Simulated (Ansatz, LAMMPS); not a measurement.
# Convergence of a linear-scaling basis for glassy 46SiO2-16Al2O3-16BaO-16Li2O-5Sc2O3 (mol %) (121 atoms), part 2 of 3

Aim: test how closely localised support functions follow the reference on glassy 46SiO2-16Al2O3-16BaO-16Li2O-5Sc2O3 (mol %) (121 atoms), and at what cost. A setting counts as converged where the r.m.s. difference of forces stays under 1 % of the r.m.s. force.

Ansatz 0.2.0; Kohn-Sham DFT, PBE, PAW (set soft_2), plane waves.

The cell: 17 Si, 12 Al, 6 Ba, 12 Li, 4 Sc and 70 O. The quench rate of 1000 K/ps far exceeds what a furnace or splat quench reaches. The network of bonds at the start is that of the classical potential that made the cell. The Brillouin zone is sampled at Γ only, in a cell whose shortest periodic width is 12 Å. Spin–orbit coupling is left out.

So far. Step 4 (Support functions low): Forces differ from the reference by 1.3 meV/Å r.m.s., 0.15 % of their size, well within a tolerance of 1 %; the energy by -4.4 meV/atom. It took roughly 5.0 times the reference's time (one timing each, with unlike analyses asked), in 13 cycles against 10.

## 5. Support functions medium

With localised support functions most steps grow linearly with size, though the diagonalisation grows faster unless the density matrix is cut; this run measures error and cost at this size. Besides, the program derives a nominal cutoff of 464 eV for this run, against the reference's 420.

This step: Kohn-Sham DFT, PBE, PAW (set soft_2), localised support functions (medium) (Ansatz 0.2.0).

File input.yaml:

```yaml
crystal:
  lattice:
    - [11.67601, 0.0, 0.0]
    - [0.0, 11.67601, 0.0]
    - [0.0, 0.0, 11.67601]
  atoms:
    [... the 121 atom lines of step 3 ...]
kpoints:
  mp_grid: { grid: [1, 1, 1] }
hamiltonian:
  xc: pbe
scf:
  occupations: { method: gaussian, width: 0.05 }
  eigensolver: { kind: { support_functions: { accuracy: medium } } }
  max_iter: 150
output:
  forces: true
  eigenvalues: true
```

Started as:

```sh
$ ansatz run input.yaml --threads 8 --pin off --max-ram 15872MiB --backend cpu --events-out ev --progress --plain --runs-dir out
```

What it wrote:

```text
[...]
Warning: basis.ecutwfc = 464 eV, auto-derived: no grid that the accuracy of the support functions lays serves the files at the lower one that their records recommend; a deck with other species or settings can derive another value
[...]
Crystal: 121 atoms, lattice volume = 1591.781 Å³
Basis set: ecut = 464 eV, 36137 PW (Γ), exchange–correlation on 180×180×180 points (8 copies of the dense FFT grid, shifted against one another)
Bands: 399, of which v1, the nominal top of the filled ones, is band 332 counted from 1 (331 counted from 0)
Symmetry: 1 space group operations
k-points: 1
[...]
SCF iter   1: F=—  HF=-103828.225141 eV  |F-HF|=—  |Δ(HF+E_count)|=         —  Δρ=1.22e-1  dr2=5.70e2  ethr=1.00e-1
[...]
SCF iter  14: F=—  HF=-103829.276304 eV  |F-HF|=—  |Δ(HF+E_count)|=   3.60e-3  Δρ=1.03e-5  dr2=6.06e-6  ethr=2.76e-9  κ⁻¹=8.2e-6(r=7)
SCF iter  15: F=-103829.276302 eV  HF=-103829.276302 eV  |F-HF|=5.46e-7  |Δ(HF+E_count)|=   1.08e-6  Δρ=4.93e-6  dr2=1.15e-6  ethr=9.13e-10
SCF 1 converged in 15 iterations: F = -103829.320050 eV  dr2 = 1.15e-6
[...]
SCF converged after 15 iterations
[...]
Free energy (F): -103829.320050 eV
[...]
Internal energy: -103829.320050 eV  (E = F + TS)
E sigma→0 (E₀):  -103829.320050 eV
Fermi energy:    6.735708 eV
[...]
Σ components = -103829.320050   (vs F -103829.320050, Δ=0.00e0)
--- Forces (eV/Å), atoms counted from 1 ---
  atom   1  Si     0.80434730    -0.64639308     0.78570753
  atom   2  Si     0.34192629    -1.15961575     1.28047886
  atom   3  Si     0.96273174     0.17781070    -0.77705714
  atom   4  Si     0.88598925    -0.68342153    -1.12044376
[...]
atom 121  O      2.10436692     0.83799203    -1.13381888
  max |Σ_I F_I| component: 1.06e-2 eV/Å
--- Band table (eV) ---
[...]
```

It took 3 min on 8 threads of Arm Neoverse N1, shared host; peak memory 5.5 GiB; 23 min of CPU time.

Keys that differ from the reference: support_functions.accuracy = "medium" and scf.max_iter = 150.

Forces differ from the reference by 0.87 meV/Å r.m.s., 0.11 % of their size, well within a tolerance of 1 %; the energy by -4.4 meV/atom. It took roughly 5.6 times the reference's time (one timing each, with unlike analyses asked), in 15 cycles against 10.

## 6. Support functions medium, spacing 0.33 Å

The grid spacing sets how fine a wave the support functions can hold. Besides, the program derives a nominal cutoff of 464 eV for this run, against the reference's 420.

input.yaml, the sections that differ from step 5:

```yaml
scf:
  occupations: { method: gaussian, width: 0.05 }
  eigensolver: { kind: { support_functions: { accuracy: medium, spacing: 0.33 } } }
  max_iter: 150
# crystal, kpoints, hamiltonian, output: as in step 5
```

What it wrote:

```text
[...]
Crystal: 121 atoms, lattice volume = 1591.781 Å³
Basis set: ecut = 464 eV, 36137 PW (Γ), exchange–correlation on 180×180×180 points (8 copies of the dense FFT grid, shifted against one another)
Bands: 399, of which v1, the nominal top of the filled ones, is band 332 counted from 1 (331 counted from 0)
Symmetry: 1 space group operations
k-points: 1
[...]
SCF iter   1: F=—  HF=-103816.148907 eV  |F-HF|=—  |Δ(HF+E_count)|=         —  Δρ=1.22e-1  dr2=5.70e2  ethr=1.00e-1
[...]
SCF iter  15: F=-103822.750011 eV  HF=-103822.750012 eV  |F-HF|=3.29e-7  |Δ(HF+E_count)|=   6.78e-7  Δρ=3.17e-6  dr2=6.69e-7  ethr=4.69e-10
SCF 1 converged in 15 iterations: F = -103822.788636 eV  dr2 = 6.69e-7
[...]
SCF converged after 15 iterations
[...]
Free energy (F): -103822.788636 eV
[...]
Internal energy: -103822.788636 eV  (E = F + TS)
E sigma→0 (E₀):  -103822.788636 eV
Fermi energy:    6.739283 eV
[...]
--- Forces (eV/Å), atoms counted from 1 ---
  atom   1  Si     0.79546950    -0.63249181     0.81633952
  atom   2  Si     0.36147809    -1.15423451     1.25492556
  atom   3  Si     0.97641526     0.17279033    -0.75602552
  atom   4  Si     0.87288021    -0.61856992    -1.11873837
  atom   5  Si    -0.15124991    -1.56034040     0.99827387
  atom   6  Si     0.78152057     0.13198539    -0.02794421
  atom   7  Si     0.23190148     0.21132241    -0.90992333
  atom   8  Si    -0.95970328    -1.74128852    -0.66280403
  atom   9  Si    -1.24034574     0.02766736    -0.94758581
  atom  10  Si     0.47021583     0.89379153    -0.07109620
  atom  11  Si     0.61715218    -0.01936835     0.02177389
  atom  12  Si    -0.87510976    -0.20299596     0.34458832
  atom  13  Si    -0.59645491     0.01126687    -1.16652437
  atom  14  Si    -0.81643261     0.60335918     0.42121491
[...]
atom 120  O     -0.35946278    -1.38241975     0.77830626
  atom 121  O      2.02595818     0.91032717    -1.10334912
  max |Σ_I F_I| component: 6.03e-1 eV/Å
--- Band table (eV) ---
[...]
```

The job ended after 80 s (8 threads; peak memory 2.8 GiB; 10 min of CPU time).

The program notes that the forces don't sum to zero within tolerance and the grid leaves an egg-box force.

Forces differ from the reference by 59 meV/Å r.m.s., 7.1 % of their size, far over a tolerance of 1 %; the energy by +50 meV/atom and the gap by -0.041 eV. It took roughly 2.4 times the reference's time (one timing each, with unlike analyses asked), in 15 cycles against 10. The setting is coarser than the default on purpose.

## 7. Support functions medium, spacing 0.275 Å

The grid spacing sets how fine a wave the support functions can hold. Besides, the program derives a nominal cutoff of 464 eV for this run, against the reference's 420.

input.yaml, the sections that differ from step 6:

```yaml
scf:
  occupations: { method: gaussian, width: 0.05 }
  eigensolver: { kind: { support_functions: { accuracy: medium, spacing: 0.275 } } }
  max_iter: 150
# crystal, kpoints, hamiltonian, output: as in step 6
```

What it wrote:

```text
[...]
Crystal: 121 atoms, lattice volume = 1591.781 Å³
Basis set: ecut = 464 eV, 36137 PW (Γ), exchange–correlation on 180×180×180 points (8 copies of the dense FFT grid, shifted against one another)
Bands: 399, of which v1, the nominal top of the filled ones, is band 332 counted from 1 (331 counted from 0)
Symmetry: 1 space group operations
k-points: 1
[...]
SCF iter   1: F=—  HF=-103827.787113 eV  |F-HF|=—  |Δ(HF+E_count)|=         —  Δρ=1.22e-1  dr2=5.69e2  ethr=1.00e-1
[...]
SCF iter  15: F=-103829.767057 eV  HF=-103829.767058 eV  |F-HF|=5.95e-7  |Δ(HF+E_count)|=   6.14e-7  Δρ=4.81e-6  dr2=1.16e-6  ethr=8.30e-10
SCF 1 converged in 15 iterations: F = -103829.811731 eV  dr2 = 1.16e-6
[...]
SCF converged after 15 iterations
[...]
Free energy (F): -103829.811731 eV
[...]
Internal energy: -103829.811731 eV  (E = F + TS)
E sigma→0 (E₀):  -103829.811731 eV
Fermi energy:    6.736055 eV
[...]
--- Forces (eV/Å), atoms counted from 1 ---
  atom   1  Si     0.80247230    -0.64902529     0.78460897
  atom   2  Si     0.33935475    -1.16279830     1.28505127
  atom   3  Si     0.96494170     0.17311221    -0.77945122
  atom   4  Si     0.90047488    -0.68108878    -1.12269106
  atom   5  Si    -0.09262994    -1.60472965     1.06869445
  atom   6  Si     0.78020168     0.13814377    -0.01233686
  atom   7  Si     0.29491461     0.22506252    -0.85584859
  atom   8  Si    -0.97836280    -1.75767783    -0.67915085
  atom   9  Si    -1.20194147     0.07363714    -0.94396975
  atom  10  Si     0.46728440     0.87340159    -0.08671667
  atom  11  Si     0.59001702    -0.01520711     0.05039933
  atom  12  Si    -0.85621546    -0.24635095     0.41395177
  atom  13  Si    -0.57720801     0.01271382    -1.16004703
  atom  14  Si    -0.80784355     0.60252978     0.38406128
[...]
atom 120  O     -0.39746150    -1.47643739     0.71626514
  atom 121  O      2.11200448     0.85005362    -1.12623198
  max |Σ_I F_I| component: 1.40e-1 eV/Å
--- Band table (eV) ---
[...]
```

The job ended after 99 s (8 threads; peak memory 3.4 GiB).

Forces differ from the reference by 5.8 meV/Å r.m.s., 0.70 % of their size, within a tolerance of 1 %; the energy by -8.5 meV/atom. It took roughly 3.0 times the reference's time (one timing each, with unlike analyses asked), in 15 cycles against 10. The setting is coarser than the default on purpose.

## 8. Support functions medium, spacing 0.238 Å

The grid spacing sets how fine a wave the support functions can hold. Besides, the program derives a nominal cutoff of 464 eV for this run, against the reference's 420.

input.yaml, the sections that differ from step 7:

```yaml
scf:
  occupations: { method: gaussian, width: 0.05 }
  eigensolver: { kind: { support_functions: { accuracy: medium, spacing: 0.238 } } }
  max_iter: 150
# crystal, kpoints, hamiltonian, output: as in step 7
```

What it wrote:

```text
[...]
Crystal: 121 atoms, lattice volume = 1591.781 Å³
Basis set: ecut = 464 eV, 36137 PW (Γ), exchange–correlation on 180×180×180 points (8 copies of the dense FFT grid, shifted against one another)
Bands: 399, of which v1, the nominal top of the filled ones, is band 332 counted from 1 (331 counted from 0)
Symmetry: 1 space group operations
k-points: 1
[...]
SCF iter   1: F=—  HF=-103828.049622 eV  |F-HF|=—  |Δ(HF+E_count)|=         —  Δρ=1.22e-1  dr2=5.69e2  ethr=1.00e-1
[...]
SCF iter  16: F=-103829.441584 eV  HF=-103829.441584 eV  |F-HF|=2.42e-7  |Δ(HF+E_count)|=   4.83e-7  Δρ=3.00e-6  dr2=5.69e-7  ethr=3.87e-10
SCF 1 converged in 16 iterations: F = -103829.485241 eV  dr2 = 5.69e-7
[...]
SCF converged after 16 iterations
[...]
Free energy (F): -103829.485241 eV
[...]
Internal energy: -103829.485241 eV  (E = F + TS)
E sigma→0 (E₀):  -103829.485241 eV
Fermi energy:    6.735467 eV
[...]
--- Forces (eV/Å), atoms counted from 1 ---
  atom   1  Si     0.80392881    -0.64769762     0.78547868
  atom   2  Si     0.34139135    -1.16037500     1.28056135
  atom   3  Si     0.96240512     0.17724914    -0.77671386
  atom   4  Si     0.88836811    -0.68273236    -1.12147193
  atom   5  Si    -0.09532483    -1.60082668     1.06278217
  atom   6  Si     0.78523419     0.14007388    -0.01224407
  atom   7  Si     0.28965462     0.22264150    -0.85652536
  atom   8  Si    -0.97568978    -1.75132563    -0.67952146
  atom   9  Si    -1.20342359     0.07509339    -0.94142114
  atom  10  Si     0.46777829     0.87316419    -0.09165880
  atom  11  Si     0.59286128    -0.01032789     0.04634804
  atom  12  Si    -0.85224916    -0.24439750     0.41360566
  atom  13  Si    -0.57613450     0.01220856    -1.16030397
  atom  14  Si    -0.80979675     0.60535477     0.38807892
[...]
atom 120  O     -0.39452209    -1.47004567     0.70891721
  atom 121  O      2.10757292     0.83662252    -1.13451696
  max |Σ_I F_I| component: 1.25e-2 eV/Å
--- Band table (eV) ---
[...]
```

Run time: 2.1 min. Hardware: 8 threads; peak memory 3.8 GiB.

Forces differ from the reference by 1.2 meV/Å r.m.s., 0.15 % of their size, well within a tolerance of 1 %; the energy by -5.8 meV/atom. It took roughly 3.8 times the reference's time (one timing each, with unlike analyses asked), in 16 cycles against 10. The setting is coarser than the default on purpose.

## 9. Support functions medium, spacing 0.211 Å

The grid spacing sets how fine a wave the support functions can hold. Besides, the program derives a nominal cutoff of 464 eV for this run, against the reference's 420.

input.yaml, the sections that differ from step 8:

```yaml
scf:
  occupations: { method: gaussian, width: 0.05 }
  eigensolver: { kind: { support_functions: { accuracy: medium, spacing: 0.211 } } }
  max_iter: 150
# crystal, kpoints, hamiltonian, output: as in step 8
```

What it wrote:

```text
[...]
Crystal: 121 atoms, lattice volume = 1591.781 Å³
Basis set: ecut = 464 eV, 36137 PW (Γ), exchange–correlation on 180×180×180 points (8 copies of the dense FFT grid, shifted against one another)
Bands: 399, of which v1, the nominal top of the filled ones, is band 332 counted from 1 (331 counted from 0)
Symmetry: 1 space group operations
k-points: 1
[...]
SCF iter   1: F=—  HF=-103828.013411 eV  |F-HF|=—  |Δ(HF+E_count)|=         —  Δρ=1.22e-1  dr2=5.70e2  ethr=1.00e-1
[...]
SCF iter  14: F=—  HF=-103829.276943 eV  |F-HF|=—  |Δ(HF+E_count)|=   4.30e-3  Δρ=1.10e-5  dr2=6.51e-6  ethr=2.93e-9  κ⁻¹=6.7e-6(r=7)
SCF iter  15: F=-103829.276941 eV  HF=-103829.276942 eV  |F-HF|=5.97e-7  |Δ(HF+E_count)|=   1.08e-6  Δρ=5.43e-6  dr2=1.27e-6  ethr=9.81e-10
SCF 1 converged in 15 iterations: F = -103829.326927 eV  dr2 = 1.27e-6
[...]
SCF converged after 15 iterations
[...]
Free energy (F): -103829.326927 eV
[...]
Internal energy: -103829.326927 eV  (E = F + TS)
E sigma→0 (E₀):  -103829.326927 eV
Fermi energy:    6.735943 eV
[...]
Σ components = -103829.326927   (vs F -103829.326927, Δ=0.00e0)
--- Forces (eV/Å), atoms counted from 1 ---
  atom   1  Si     0.80352511    -0.64787247     0.78579195
  atom   2  Si     0.34115889    -1.15947436     1.28069513
  atom   3  Si     0.96277033     0.17904399    -0.77663612
  atom   4  Si     0.88517569    -0.68279535    -1.11957854
[...]
atom 121  O      2.10577102     0.83754587    -1.13312772
  max |Σ_I F_I| component: 1.44e-2 eV/Å
--- Band table (eV) ---
[...]
```

The job ended after 2.1 min (8 threads; peak memory 4.2 GiB; 16 min of CPU time).

Keys that differ from the reference: support_functions.accuracy = "medium", support_functions.spacing = 0.211 and scf.max_iter = 150.

Forces differ from the reference by 1.2 meV/Å r.m.s., 0.15 % of their size, well within a tolerance of 1 %; the energy by -4.4 meV/atom. It took roughly 3.8 times the reference's time (one timing each, with unlike analyses asked), in 15 cycles against 10.

## 10. Support functions medium, spacing 0.165 Å

The grid spacing sets how fine a wave the support functions can hold. Besides, the program derives a nominal cutoff of 464 eV for this run, against the reference's 420.

input.yaml, the sections that differ from step 9:

```yaml
scf:
  occupations: { method: gaussian, width: 0.05 }
  eigensolver: { kind: { support_functions: { accuracy: medium, spacing: 0.165 } } }
  max_iter: 150
# crystal, kpoints, hamiltonian, output: as in step 9
```

What it wrote:

```text
[...]
Crystal: 121 atoms, lattice volume = 1591.781 Å³
Basis set: ecut = 464 eV, 36137 PW (Γ), exchange–correlation on 180×180×180 points (8 copies of the dense FFT grid, shifted against one another)
Bands: 399, of which v1, the nominal top of the filled ones, is band 332 counted from 1 (331 counted from 0)
Symmetry: 1 space group operations
k-points: 1
[...]
SCF iter   1: F=—  HF=-103828.234075 eV  |F-HF|=—  |Δ(HF+E_count)|=         —  Δρ=1.22e-1  dr2=5.70e2  ethr=1.00e-1
[...]
SCF iter  14: F=—  HF=-103829.276364 eV  |F-HF|=—  |Δ(HF+E_count)|=   3.60e-3  Δρ=1.03e-5  dr2=6.06e-6  ethr=2.76e-9  κ⁻¹=8.2e-6(r=7)
SCF iter  15: F=-103829.276363 eV  HF=-103829.276363 eV  |F-HF|=5.46e-7  |Δ(HF+E_count)|=   1.08e-6  Δρ=4.93e-6  dr2=1.15e-6  ethr=9.13e-10
SCF 1 converged in 15 iterations: F = -103829.320110 eV  dr2 = 1.15e-6
[...]
SCF converged after 15 iterations
[...]
Free energy (F): -103829.320110 eV
[...]
Internal energy: -103829.320110 eV  (E = F + TS)
E sigma→0 (E₀):  -103829.320110 eV
Fermi energy:    6.735708 eV
[...]
Σ components = -103829.320110   (vs F -103829.320110, Δ=0.00e0)
--- Forces (eV/Å), atoms counted from 1 ---
  atom   1  Si     0.80434538    -0.64639507     0.78571205
  atom   2  Si     0.34193034    -1.15960706     1.28047743
  atom   3  Si     0.96272708     0.17781937    -0.77705619
  atom   4  Si     0.88596757    -0.68342969    -1.12044064
[...]
atom 121  O      2.10438423     0.83798175    -1.13381279
  max |Σ_I F_I| component: 1.05e-2 eV/Å
--- Band table (eV) ---
[...]
```

It took 3 min on 8 threads; peak memory 5.5 GiB.

Keys that differ from the reference: support_functions.accuracy = "medium", support_functions.spacing = 0.165 and scf.max_iter = 150.

Forces differ from the reference by 0.87 meV/Å r.m.s., 0.11 % of their size, well within a tolerance of 1 %; the energy by -4.4 meV/atom. It took roughly 5.4 times the reference's time (one timing each, with unlike analyses asked), in 15 cycles against 10.

## 11. A run with a doubtful setting

The input is spoilt on purpose; the run shows how that looks.

This step: Kohn-Sham DFT, PBE+U, PAW (set soft_2), plane waves (Ansatz 0.2.0).

input.yaml, the sections that differ from step 10:

```yaml
hamiltonian:
  xc: pbe
  hubbard: { sites: [{ species: Si, l: f, u_eff: 4.0 }] }
scf:
  occupations: { method: gaussian, width: 0.05 }
  max_iter: 75
output:
  forces: true
# crystal, kpoints: as in step 10
```

What it wrote:

```text
Error: inconsistent input (hamiltonian.hubbard.sites[].l, hamiltonian.hubbard.sites[].shell): the file of Si doesn't list 4f, and it can't be added: PBE doesn't bind the shell 4f of the free atom, whose level lies at +1.08 eV. Type an atom or ion with it (hamiltonian.pseudopotentials.projection_atoms), take another file or name another shell
```

Wall time 0.13 s (8 threads); peak memory 0.1 GiB.

The program refused the input before any cycle.

The program's message: “Error: inconsistent input (hamiltonian.hubbard.sites[].l, hamiltonian.hubbard.sites[].shell): the file of Si doesn't list 4f, and it can't be added: PBE doesn't bind the shell 4f of the free atom, who …”

The fault in the input: a U on a shell that isn't there (hamiltonian.hubbard = {"sites": [{"species": "Si", "l": "f", "u_eff": 4.0}]}). The fix is to take out hamiltonian.hubbard.

[end of part 2 of 3]

[Long decimals in the printed logs are rounded to 6 places.]

[Logs are printed without paths, hosts, clocks, repeated set-up lines and the standing remarks that a program may print on its own settings, such as how far it seeks lower states.]

[Hosts, paths, dates, database ids (printed as entryN), source tags and the programs' standing remarks are cut or masked in the printed files.]
